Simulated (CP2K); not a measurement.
Consider pyrazine at its PBE geometry (Å).

```xyz
10

C     1.1064   -0.7467    0.0406
C     1.1654    0.6503    0.0178
N     0.0595    1.4113   -0.0255
C    -1.1064    0.7467   -0.0406
C    -1.1654   -0.6503   -0.0178
N    -0.0595   -1.4113    0.0255
H     2.0170   -1.3502    0.0705
H     2.1263    1.1705    0.0353
H    -2.0170    1.3502   -0.0705
H    -2.1263   -1.1705   -0.0353
```

Method: CP2K XAS_TDP, all-electron GAPW, PBEh(45%), aug-cc-pVDZ, TDA, GW2X-corrected core level, no relativity.

Question: Where do the N K-edge lines lie, and how strong are they?

Leading lines: N3 399.48 eV. The leading line of an atom is its first one with 35 % of the strongest within 2.5 eV of its lowest line over the strength cut. Core ionisation energies at this level: N3 406.23 eV.

The first six lines of each atom with a strength over 0.0015:

```csv
atom,energy (eV),states,"strength, one atom",above the computed threshold
"N3 (bonded to 2 C), 2 alike",399.48,1,0.0533,
,405.62,1,0.0019,
,406.55,1,0.0064,yes
,407.41,1,0.0049,yes
,407.42,1,0.0021,yes
,407.71,1,0.0028,yes
```

Lines are vertical, at one geometry, with no vibrational structure. GW2X ionisation energies and lines can be off by 1 to 2 eV either way, and a good line position may hide errors that cancel. These values hold no scalar relativity, about 0.2 eV for N 1s. Rydberg lines, and the discretised continuum above threshold, depend on the basis and the box.

[Banner, clock and machine lines of the logs are left out without a mark of their own.]

[Logs are printed without paths, hosts, clocks, repeated set-up lines and the standing remarks that a program may print on its own settings, such as how far it seeks lower states.]

[Hosts, paths, dates, database ids (printed as entryN), source tags and the programs' standing remarks are cut or masked in the printed files.]
